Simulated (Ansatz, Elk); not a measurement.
# Bonding as seen by X-rays: LiTi

Structure refinements treat a crystal as free atoms side by side. For a made-up structure of LiTi (cell and positions from a PBE relaxation) the runs below show what the calculated density changes in F(hkl).

Program: Elk 11.2.3 (patched build). Level of theory: DFT, PBE, all-electron APW+lo, Dirac cores, scalar-relativistic bands, static density, no spin. Results are calculated unless marked as measured.

The structure was built from a prototype and need not be the compound's stable phase.

**1. The structure**

The structure is cubic, space group Pm-3m (No. 221). Conventional cell: a = 3.174 Å, b = 3.174 Å, c = 3.174 Å, α = 90.00°, β = 90.00°, γ = 90.00°. Nearest to Ti lie 8 Li at 2.75 Å. Nearest to Li lie 8 Ti at 2.75 Å. Farther neighbours are not listed.

**2. Ground state and structure factors**

An all-electron density is needed, since X-rays see the cores too. Task 0 finds the density and task 195 Fourier-transforms it; tshift is off so that phases refer to the origin typed.

The input, elk.in:

```
tasks
  0
  195

xctype
  20

spinpol
  .false.

rgkmax
  7.0

gmaxvr
  14.0

lmaxo
  7

lmaxapw
  8

swidth
  0.002

tshift
  .false.

ramdisk
  .false.

hmaxvr
  5.5

maxscl
  120

epspot
  1e-06

sppath
  './'

avec
  4.24131140790 2.44872228275 3.46342519435
  -4.24131140790 2.44872228275 3.46342519435
  -0.00000000000 -4.89744456646 3.46342519367

atoms
  2
  'Ti.in'
  1
  -0.0000000000 -0.0000000000 0.0000000000   0.000000 0.000000 0.000000
  'Li.in'
  1
  0.5000000000 0.5000000000 0.5000000000   0.000000 0.000000 0.000000

ngridk
  7 7 7
```

Launch:

```
OMP_NUM_THREADS=4 elk
```

Numbers of over 12 decimals in the logs are rounded to 6 here.

Output:

```text
┌─────────────────────────┐
│ Elk code version 11.2.3 │
└─────────────────────────┘

All units are atomic (Hartree, Bohr, etc.)

┌─────────────────────────────────────────────────┐
│ Ground-state run starting from atomic densities │
└─────────────────────────────────────────────────┘

Lattice vectors :
   4.241311408       2.448722283       3.463425194
  -4.241311408       2.448722283       3.463425194
  -0.000000000      -4.897444566       3.463425194

Reciprocal lattice vectors :
  0.7407125654      0.4276505990      0.6047178689
 -0.7407125654      0.4276505990      0.6047178689
  0.1773976062E-16 -0.8553011981      0.6047178688

Unit cell volume      :    215.8225185
Brillouin zone volume :    1.149324988

Muffin-tin inner radius fraction :   0.1000000000E-01

Nuclei treated as point charges

Species : 1 (Ti)
 parameters loaded from : Ti.in
 name : titanium
 nuclear charge    :   -22.00000000
 electronic charge :    22.00000000
 atomic mass :    87256.20317
 muffin-tin radius :    2.400000000
 number of radial points in muffin-tin :    993
 inner part over the whole radius :   0.9985722337E-02
 number on inner part of muffin-tin    :    699
 approximate nuclear radius :   0.6805665174E-04
 number of mesh points to nuclear radius :    325
 atomic positions (lattice), magnetic fields (Cartesian) :
  1 :   0.00000000  0.00000000  0.00000000    0.00000000  0.00000000  0.00000000

Species : 2 (Li)
 parameters loaded from : Li.in
 name : lithium
 nuclear charge    :   -3.000000000
 electronic charge :    3.000000000
 atomic mass :    12652.66898
 muffin-tin radius :    1.800000000
 number of radial points in muffin-tin :    593
 inner part over the whole radius :   0.9806707936E-02
 number on inner part of muffin-tin    :    401
 approximate nuclear radius :   0.4000070961E-04
 number of mesh points to nuclear radius :    148
 atomic positions (lattice), magnetic fields (Cartesian) :
  1 :   0.50000000  0.50000000  0.50000000    0.00000000  0.00000000  0.00000000

Total number of atoms per unit cell :    2
Total muffin-tin volume :    82.33486027
 ratio of muffin-tin to unit cell volume :   0.3814933717

Spin treatment :
 spin-unpolarised

Number of Bravais lattice symmetries :   12
Number of crystal symmetries         :   12
Crystal has inversion symmetry
Real symmetric eigensolver will be used

k-point grid :      7     7     7
k-point offset :    0.000000000       0.000000000       0.000000000
k-point set is reduced with full crystal symmetry group
Total number of k-points :       44

Muffin-tin radius times maximum |G+k| :    7.000000000
 using average radius
Maximum |G+k| for APW functions       :    3.333333333
Maximum (1/2)|G+k|²                   :    5.555555556
Maximum |G| for potential and density :    14.00000000
Constant for pseudocharge density :    8
 order of it for each species :   15  15
 order of it for pair densities of each species (exact exchange by exxq0 0: 16) :   13   5
Radial integration step length :    1

G-vector grid sizes :     27    27    27
Number of G-vectors :     9939

Maximum angular momentum used for
 APW functions            :    8
 outer part of muffin-tin :    7
 inner part of muffin-tin :    2

Total nuclear charge    :   -25.00000000
Total core charge       :    10.00000000
Total valence charge    :    15.00000000
Total excess charge     :    0.000000000
Total electronic charge :    25.00000000

Effective Wigner radius, rₛ :    1.272592559

Number of empty states         :      8
Total number of valence states :     16
Total number of core states    :     10

Third-order local-orbitals added for an l without core states : T
Total number of local-orbitals :     27

Exchange-correlation functional :     20     0     0
 Perdew-Burke-Ernzerhof, Phys. Rev. Lett. 77, 3865 (1996)
 gradient requirement :    1
 generalised gradient approximation (GGA)

Smearing type :    3
 Fermi-Dirac
Smearing width :   0.2000000000E-02
Effective electronic temperature (K) :    631.5500496

Mixing type :    3
[...]
Hartree                     :      244.17755011498
 Madelung                    :     -1025.7740293028
 xc potential                :     -52.898932097055
 exchange                    :     -42.784589669442
 correlation                 :     -1.032256
 electron entropic           :    -0.87770001156893E-03
 total energy                :     -861.65628012519

Density of states at Fermi energy :    64.81377559
 (states/Hartree/unit cell)

Estimated indirect band gap :   0.1639326103E-02
 from k-point 3 to k-point 9
Estimated direct band gap   :   0.1655535036E-01
 at k-point 27

Charges :
 core                        :    10.00000000
 valence                     :    15.00000000
 interstitial                :    2.866509982
 muffin-tins (core leakage)
  species : 1 (Ti)
   atom 1                    :    19.83016130     ( -0.2204170606E-06)
  species : 2 (Li)
   atom 1                    :    2.303328716     (   0.000000000    )
 total in muffin-tins        :    22.13349002
 total calculated charge     :    24.99997346
 total charge                :    25.00000000
 error                       :   0.2654074668E-04

RMS change in Kohn-Sham potential (target) :    8.136881760     (  0.1000000000E-05)
Absolute change in total energy (target)   :   0.2345324262     (  0.1000000000E-03)

[... loops 3 to 16 left out ...]

┌──────────────────┐
│ Loop number : 17 │
└──────────────────┘

Energies :
 Fermi                       :     0.171715
 sum of occupied eigenvalues :     -503.81935180987
 electron kinetic            :      869.38314504274
 core electron kinetic       :      793.26216705622
 Coulomb                     :     -1686.6385796242
 Coulomb potential           :     -1316.1660060583
 nuclear-nuclear             :     -125.42129492175
 electron-nuclear            :     -1809.3684347535
 Hartree                     :      248.15115005105
 Madelung                    :     -1028.5555765951
 xc potential                :     -57.036490794297
 exchange                    :     -43.014569689846
 correlation                 :     -1.031906
 electron entropic           :    -0.10609104759981E-02
 total energy                :     -861.30297147587

Density of states at Fermi energy :    81.43913330
 (states/Hartree/unit cell)

Estimated indirect band gap :   0.3084348845E-02
 from k-point 4 to k-point 26
Estimated direct band gap   :   0.7847235139E-02
 at k-point 26

Charges :
 core                        :    10.00000000
 valence                     :    15.00000000
 interstitial                :    2.569229139
 muffin-tins (core leakage)
  species : 1 (Ti)
   atom 1                    :    20.18539760     ( -0.2204305805E-06)
  species : 2 (Li)
   atom 1                    :    2.245373263     (   0.000000000    )
 total in muffin-tins        :    22.43077086
 total calculated charge     :    24.99993620
 total charge                :    25.00000000
 error                       :   0.6380120553E-04

RMS change in Kohn-Sham potential (target) :   0.8725072755E-06 (  0.1000000000E-05)
Absolute change in total energy (target)   :   0.5222657364E-06 (  0.1000000000E-03)

Convergence targets achieved

┌──────────────────┐
│ Loop number : 18 │
└──────────────────┘

Energies :
 Fermi                       :     0.171715
 sum of occupied eigenvalues :     -503.81935205070
 electron kinetic            :      869.38314526040
 core electron kinetic       :      793.26216689091
 Coulomb                     :     -1686.6385799444
 Coulomb potential           :     -1316.1660056104
 nuclear-nuclear             :     -125.42129492175
 electron-nuclear            :     -1809.3684358622
 Hartree                     :      248.15115083954
 Madelung                    :     -1028.5555771392
 xc potential                :     -57.036491700684
 exchange                    :     -43.014569737594
 correlation                 :     -1.031906
 electron entropic           :    -0.10609104095482E-02
 total energy                :     -861.30297162582

Density of states at Fermi energy :    81.43912607
 (states/Hartree/unit cell)

Estimated indirect band gap :   0.3084351213E-02
 from k-point 4 to k-point 26
Estimated direct band gap   :   0.7847235496E-02
 at k-point 26

Charges :
 core                        :    10.00000000
 valence                     :    15.00000000
 interstitial                :    2.569229082
 muffin-tins (core leakage)
  species : 1 (Ti)
   atom 1                    :    20.18539766     ( -0.2204315557E-06)
  species : 2 (Li)
   atom 1                    :    2.245373257     (   0.000000000    )
 total in muffin-tins        :    22.43077092
 total calculated charge     :    24.99993620
 total charge                :    25.00000000
 error                       :   0.6380121878E-04

┌──────────────────────────────┐
│ Self-consistent loop stopped │
└──────────────────────────────┘

Wrote STATE.OUT
```

Wall time 5.9 s (4 threads of Arm Neoverse V2, shared host); peak memory 0.16 GiB.

SFACRHO.OUT:

```text

h k l indices transformed by vhmat matrix:
   1.000000000       0.000000000       0.000000000    
   0.000000000       1.000000000       0.000000000    
   0.000000000       0.000000000       1.000000000    

      h      k      l  multipl.   |H|            Re(F)            Im(F)           |F|

      0      0      0      1   0.0000000       25.000000      0.26233712E-16   25.000000    
     -1      0      0      6   1.0474845       15.371809     -0.23641907E-15   15.371809    
      1      1      0      6   1.4813085       16.877455     -0.44209447E-15   16.877455    
      0     -1      1      6   1.4814251       16.876944      0.83559129E-15   16.876944    
      1      1      1      2   1.8141536       12.326755      0.57350229E-15   12.326755    
     -1      1      1      6   1.8143440       12.326013     -0.47609242E-15   12.326013    
     -2      0      0      6   2.0949691       14.317365      0.37536698E-15   14.317365    
      1      2      0     12   2.3421729       10.536356      0.52834460E-15   10.536356    
      0     -1      2     12   2.3423204       10.535835     -0.15879710E-14   10.535835    
      2      1      1      6   2.5656343       12.446482     -0.63288935E-15   12.446482    
      2     -1      1     12   2.5658363       12.445827     -0.29589948E-15   12.445827    
      1     -2      1      6   2.5659036       12.445585      0.64654878E-15   12.445585    
      0      2      2      6   2.9626170       11.154146     -0.53156528E-15   11.154146    
      2      0     -2      6   2.9628503       11.153391     -0.11664687E-14   11.153391    
     -2     -2     -1      6   3.1422337       8.4658172     -0.66611781E-15   8.4658172    
     -2     -2      1      6   3.1424536       8.4654887     -0.40005930E-15   8.4654887    
      0      0     -3      6   3.1424536       8.5254335      0.15416965E-14   8.5254335    
     -1     -2      2     12   3.1425635       8.4652195     -0.11059390E-14   8.4652195
```

Elk indexes on the primitive cell of elk.in and gives |H| = 4π sin θ/λ in inverse bohr. Below, one row stands for each form hkl of the conventional cell (m members, Friedel mates merged), F is for one primitive cell and the density is static (no thermal factor). Free-atom factors are Waasmaier and Kirfel's, and R is Σm||F|−|F'||/Σm|F|.

```csv
hkl,m,sin θ/λ (Å⁻¹),"abs F, DFT",neutral atoms,diff.
100,6,0.158,15.372,15.514,-0.142
110,12,0.223,16.878,17.049,-0.172
111,8,0.273,12.327,12.354,-0.028
200,6,0.315,14.317,14.285,+0.032
210,24,0.352,10.536,10.513,+0.023
211,24,0.386,12.447,12.454,-0.008
220,12,0.446,11.154,11.155,-0.001
221,24,0.472,8.466,8.452,+0.014
300,6,0.473,8.525,8.452,+0.073
310,24,0.498,10.245,10.206,+0.040
311,24,0.522,7.898,7.860,+0.038
222,8,0.546,9.485,9.496,-0.011
320,24,0.568,7.450,7.432,+0.018
321,48,0.589,8.946,8.950,-0.004
400,6,0.630,8.551,8.517,+0.034
322,24,0.649,6.849,6.868,-0.019
410,24,0.649,6.893,6.868,+0.025
411,24,0.668,8.172,8.165,+0.008
330,12,0.668,8.146,8.165,-0.019
331,24,0.687,6.648,6.670,-0.022
420,24,0.704,7.860,7.868,-0.009
421,48,0.722,6.490,6.504,-0.014
```

**3. The highest occupied states alone**

An energy window below the Fermi level keeps the highest occupied states, to see at which angles they scatter; shallow core shells can lie inside it and anion s states outside. No new self-consistency is needed.

elk.in: that of step 2 with these lines changed.

```diff
@@ -1,3 +1,2 @@
 tasks
-  0
   195
@@ -40,2 +39,5 @@
 
+wsfac
+  -0.269280 0.471710
+
 sppath
```

Launch:

```
OMP_NUM_THREADS=4 elk
```

Output:

```text
┌─────────────────────────────────┐
│ Elk code version 11.2.3 started │
└─────────────────────────────────┘

Info(readinput): the functional depends on the density's gradient
 muffin-tin radial points multiplied by    2.00000
 (not where nrmtscf is given)

┌────────────────────┐
│ Current task : 195 │
└────────────────────┘

Info(sfacrho): density structure factors written to SFACRHO.OUT

 Energy window :  -0.2692800000      0.4717100000

┌──────────────────┐
│ Elk code stopped │
└──────────────────┘
```

It took 1.7 s on 4 threads; peak memory 0.16 GiB.

States within 12 eV below the Fermi level hold 5.00 electrons; any levels below the window count with the cores. Their amplitudes can exceed the total, where window and core parts have opposite phase:

```csv
hkl,sin θ/λ (Å⁻¹),"abs F, window","abs F, all"
100,0.158,1.105,15.372
110,0.223,0.584,16.878
111,0.273,0.517,12.327
200,0.315,0.462,14.317
210,0.352,0.326,10.536
211,0.386,0.268,12.447
220,0.446,0.172,11.154
221,0.472,0.089,8.466
300,0.473,0.148,8.525
310,0.498,0.146,10.245
```

**4. Another functional**

The difference from free atoms is small, so it is set against the change that PBEsol makes.

elk.in: that of step 3 with these lines changed.

```diff
@@ -1,2 +1,3 @@
 tasks
+  0
   195
@@ -4,3 +5,3 @@
 xctype
-  20
+  22
 
@@ -39,5 +40,2 @@
 
-wsfac
-  -0.269280 0.471710
-
 sppath
```

Launch:

```
OMP_NUM_THREADS=4 elk
```

Output:

```text
┌─────────────────────────┐
│ Elk code version 11.2.3 │
└─────────────────────────┘

All units are atomic (Hartree, Bohr, etc.)

┌─────────────────────────────────────────────────┐
│ Ground-state run starting from atomic densities │
└─────────────────────────────────────────────────┘

Lattice vectors :
   4.241311408       2.448722283       3.463425194
  -4.241311408       2.448722283       3.463425194
  -0.000000000      -4.897444566       3.463425194

Reciprocal lattice vectors :
  0.7407125654      0.4276505990      0.6047178689
[...]
Charges :
 core                        :    10.00000000
 valence                     :    15.00000000
 interstitial                :    2.567874879
 muffin-tins (core leakage)
  species : 1 (Ti)
   atom 1                    :    20.18852106     ( -0.2204229013E-06)
  species : 2 (Li)
   atom 1                    :    2.243604065     (   0.000000000    )
 total in muffin-tins        :    22.43212512
 total calculated charge     :    24.99993633
 total charge                :    25.00000000
 error                       :   0.6367112249E-04

┌──────────────────────────────┐
│ Self-consistent loop stopped │
└──────────────────────────────┘

Wrote STATE.OUT
[key lines of the parts left out:]
total energy                :     -860.29096652814
```

It took 6.1 s on 4 threads; peak memory 0.16 GiB; 16 s of CPU time.

Against the first run R = 0.07 %; the largest change is -0.015 at 200.

**5. A coarser k-mesh**

About half the k-points along each axis test the sampling.

elk.in: that of step 4 with these lines changed.

```diff
@@ -5,3 +5,3 @@
 xctype
-  22
+  20
 
@@ -58,2 +58,2 @@
 ngridk
-  7 7 7
+  4 4 4
```

Launch:

```
OMP_NUM_THREADS=4 elk
```

Output:

```text
┌─────────────────────────┐
│ Elk code version 11.2.3 │
└─────────────────────────┘

All units are atomic (Hartree, Bohr, etc.)

┌─────────────────────────────────────────────────┐
│ Ground-state run starting from atomic densities │
└─────────────────────────────────────────────────┘

Lattice vectors :
   4.241311408       2.448722283       3.463425194
  -4.241311408       2.448722283       3.463425194
  -0.000000000      -4.897444566       3.463425194

Reciprocal lattice vectors :
  0.7407125654      0.4276505990      0.6047178689
[...]
Charges :
 core                        :    10.00000000
 valence                     :    15.00000000
 interstitial                :    2.563031640
 muffin-tins (core leakage)
  species : 1 (Ti)
   atom 1                    :    20.19045948     ( -0.2204305947E-06)
  species : 2 (Li)
   atom 1                    :    2.246508883     (   0.000000000    )
 total in muffin-tins        :    22.43696836
 total calculated charge     :    24.99994391
 total charge                :    25.00000000
 error                       :   0.5608511014E-04

┌──────────────────────────────┐
│ Self-consistent loop stopped │
└──────────────────────────────┘

Wrote STATE.OUT
[key lines of the parts left out:]
total energy                :     -861.30285652144
```

Elapsed: 4 s, on 4 threads; peak memory 0.16 GiB.

Against the first run R = 0.05 %; the largest change is -0.013 at 200.

**6. Basis size**

A smaller basis shows how fast F responds to it; the change is likely larger than the basis error of the first run, but doesn't show convergence.

elk.in: that of step 5 with these lines changed.

```diff
@@ -11,3 +11,3 @@
 rgkmax
-  7.0
+  5.5
 
@@ -58,2 +58,2 @@
 ngridk
-  4 4 4
+  7 7 7
```

Launch:

```
OMP_NUM_THREADS=4 elk
```

Output:

```text
┌─────────────────────────┐
│ Elk code version 11.2.3 │
└─────────────────────────┘

All units are atomic (Hartree, Bohr, etc.)

┌─────────────────────────────────────────────────┐
│ Ground-state run starting from atomic densities │
└─────────────────────────────────────────────────┘

Lattice vectors :
   4.241311408       2.448722283       3.463425194
  -4.241311408       2.448722283       3.463425194
  -0.000000000      -4.897444566       3.463425194

Reciprocal lattice vectors :
  0.7407125654      0.4276505990      0.6047178689
[...]
Charges :
 core                        :    10.00000000
 valence                     :    15.00000000
 interstitial                :    2.590078335
 muffin-tins (core leakage)
  species : 1 (Ti)
   atom 1                    :    20.16557219     ( -0.2204321721E-06)
  species : 2 (Li)
   atom 1                    :    2.244349472     (   0.000000000    )
 total in muffin-tins        :    22.40992167
 total calculated charge     :    24.99985849
 total charge                :    25.00000000
 error                       :   0.1415069238E-03

┌──────────────────────────────┐
│ Self-consistent loop stopped │
└──────────────────────────────┘

Wrote STATE.OUT
[key lines of the parts left out:]
total energy                :     -861.29157220085
```

It took 5.2 s on 4 threads; peak memory 0.16 GiB; 13 s of CPU time.

Against the first run R = 0.02 %; the largest change is +0.008 at 220.

**7. Settings against the effect**

```csv
run,R against the first run (%),"R against neutral atoms, low angle (%)",wall time
"PBE, rgkmax 7",0.00,0.80,5.9 s
PBEsol,0.07,0.83,6.1 s
k-mesh 4×4×4,0.05,0.76,4 s
rgkmax 5.5,0.02,0.84,5.2 s
```

**8. What came out**

```
R against neutral atoms, sin θ/λ < 0.3 Å⁻¹ : 0.80 %
R against neutral atoms, 0.3 to 0.82 Å⁻¹   : 0.24 %
```

**Reading.** Independent neutral atoms miss the calculated amplitudes by R = 0.80 % below 0.3 Å⁻¹ and 0.24 % from there to 0.82 Å⁻¹; by shells, 0.80 % 0.15 to 0.3 (3 forms), 0.12 % 0.3 to 0.45 (4 forms), 0.26 % above 0.45 (23 forms). Bonding, aspherical density and the tables' own atoms all enter these figures, and the runs don't part them. The largest change of an amplitude is -0.17 electrons, at 110. The window's part falls from 5.0 electrons at the origin to at most 0.15 between 0.45 and 0.82 Å⁻¹. Below 0.3 Å⁻¹ the changes that finished (PBEsol, k-mesh 4×4×4 and rgkmax 5.5) move F by R = 0.04 % at most, against the 0.80 % that separates it from free atoms. These runs have no spin, though d or f shells may be open. Part of the difference isn't bonding: the tables are fits to free atoms and ions calculated by other methods than this functional. Thermal motion, anomalous dispersion and extinction are left out.

[Logs are printed without paths, hosts, clocks, repeated set-up lines and the standing remarks that a program may print on its own settings, such as how far it seeks lower states.]

[Hosts, paths, dates, database ids (printed as entryN), source tags and the programs' standing remarks are cut or masked in the printed files.]
